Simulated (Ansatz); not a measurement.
# Liquid 52SiO2-48Li2O (mol %): a series in temperature

How do cells made at different temperatures differ in energy, pressure, forces, levels, charges and cost?

Computed with Ansatz 0.2.0: Kohn-Sham DFT, PBE, PAW (set soft_2). Every run is a single point, with the atoms held where the recipe put them (cutoff of the plane-wave runs 420 eV, fixed occupations).

First member: 69 atoms (12 Si, 22 Li, 35 O) placed at random at 2.33 g/cm³, melted at 4000 K for 10 ps at fixed volume with the Morse and Coulomb pair potential with partial charges (Pedone, Malavasi, Menziani, Cormack and Segre, J. Phys. Chem. B 110, 11780 (2006)). Snapshot at the end of a hold of 10 ps at 2550 K and fixed volume.

Last member: 69 atoms (12 Si, 22 Li, 35 O) placed at random at 2.33 g/cm³, melted at 4000 K for 10 ps at fixed volume with the Morse and Coulomb pair potential with partial charges (Pedone, Malavasi, Menziani, Cormack and Segre, J. Phys. Chem. B 110, 11780 (2006)). Snapshot at the end of a hold of 10 ps at 3600 K and fixed volume.

The members:

| temperature (K) | reduced formula | atoms | valence electrons | k-mesh | basis | density (g/cm³) |
| --- | --- | --- | --- | --- | --- | --- |
| 2550 | Li22Si12O35 | 69 | 324 | 1×1×1 | plane waves | 2.33 |
| 2790 | Li22Si12O35 | 69 | 324 | 1×1×1 | plane waves | 2.33 |
| 3000 | Li22Si12O35 | 69 | 324 | 1×1×1 | plane waves | 2.33 |
| 3300 | Li22Si12O35 | 69 | 324 | 1×1×1 | plane waves | 2.33 |
| 3600 | Li22Si12O35 | 69 | 324 | 1×1×1 | plane waves | 2.33 |

Each cell is one sample from a classical run, so sample-to-sample scatter enters every column; pressures lack the kinetic term.

The input of the first member, without its atom lines; other members have their own cell and atoms, and may differ in mesh, basis and outputs:

```yaml
crystal:
  lattice:
    - [9.0778, 0.0, 0.0]
    - [0.0, 9.0778, 0.0]
    - [0.0, 0.0, 9.0778]
  atoms:
    [... 69 lines ...]
kpoints:
  mp_grid: { grid: [1, 1, 1] }
hamiltonian:
  xc: pbe
scf:
  occupations: { method: fixed }
output:
  forces: true
  stress: true
  populations: true
  dos:
    method: { smearing: { sigma: 0.08 } }
    de: 0.1
    projected: { site_lists: { Li: [Li], O: [O], Si: [Si] } }
  eigenvalues: true
  write_density: true
  write_potential: true
  volumetric_format: npy
```

Q: What do these runs give, and what do they cost?

Results; charges are mean Löwdin charges in e:

| temperature (K) | energy less the first member's (meV/atom) | pressure (GPa) | r.m.s. force (eV/Å) | gap (eV) | q(Si) | q(O) | q(Li) |
| --- | --- | --- | --- | --- | --- | --- | --- |
| 2550 | 0.0 | 12.5 | 3.24 | 1.70 | +1.61 | -0.92 | +0.78 |
| 2790 | 170.5 | 14.5 | 3.42 | 2.08 | +1.61 | -0.91 | +0.77 |
| 3000 | 45.4 | 9.09 | 2.80 | 0.952 | +1.61 | -0.92 | +0.77 |
| 3300 | 35.4 | 8.30 | 2.74 | 1.26 | +1.56 | -0.91 | +0.78 |
| 3600 | 227.9 | 10.0 | 3.80 | 0.430 | +1.60 | -0.91 | +0.77 |

The gap is that between the highest filled and lowest empty Kohn-Sham level on the run's k-points; tail or defect levels can set it, and semilocal functionals tend to put gaps under measured ones. The projection misses up to 0.063 e an atom, so the charges add up to more than the cell's charge.

Cost on 8 threads of Arm Neoverse V2, shared host:

| temperature (K) | atoms | basis | k-mesh | SCF cycles | time | host memory (GiB) |
| --- | --- | --- | --- | --- | --- | --- |
| 2550 | 69 | plane waves | 1×1×1 | 11 | 5.1 s | 0.87 |
| 2790 | 69 | plane waves | 1×1×1 | 10 | 4 s | 0.87 |
| 3000 | 69 | plane waves | 1×1×1 | 10 | 4.1 s | 0.88 |
| 3300 | 69 | plane waves | 1×1×1 | 10 | 4 s | 0.87 |
| 3600 | 69 | plane waves | 1×1×1 | 11 | 4.4 s | 0.87 |

Times include the outputs that each run asked for, on hosts shared with other jobs.

What the series shows: The energy against the first member is lowest at 2550 K (0.0 meV/atom) and highest at 3600 K (227.9 meV/atom); each member is a single configuration. The gap is lowest at 3600 K (0.43 eV) and highest at 2790 K (2.08 eV); in single samples it varies with the configuration. The mean charge on Si lies between +1.56 and +1.61 e, with no steady trend. The pressure is lowest at 3300 K (8.3 GPa) and highest at 2790 K (15 GPa). The r.m.s. force is lowest at 3300 K (2.7 eV/Å) and highest at 3600 K (3.8 eV/Å), with no steady trend.

**Limits.** The network of bonds at the start is that of the classical potential that made the cell, and needn't be the one that DFT or experiment would give. The cells aren't relaxed by DFT, which could reorder their energies.

[Logs are printed without paths, hosts, clocks, repeated set-up lines and the standing remarks that a program may print on its own settings, such as how far it seeks lower states.]

[Hosts, paths, dates, database ids (printed as entryN), source tags and the programs' standing remarks are cut or masked in the printed files.]
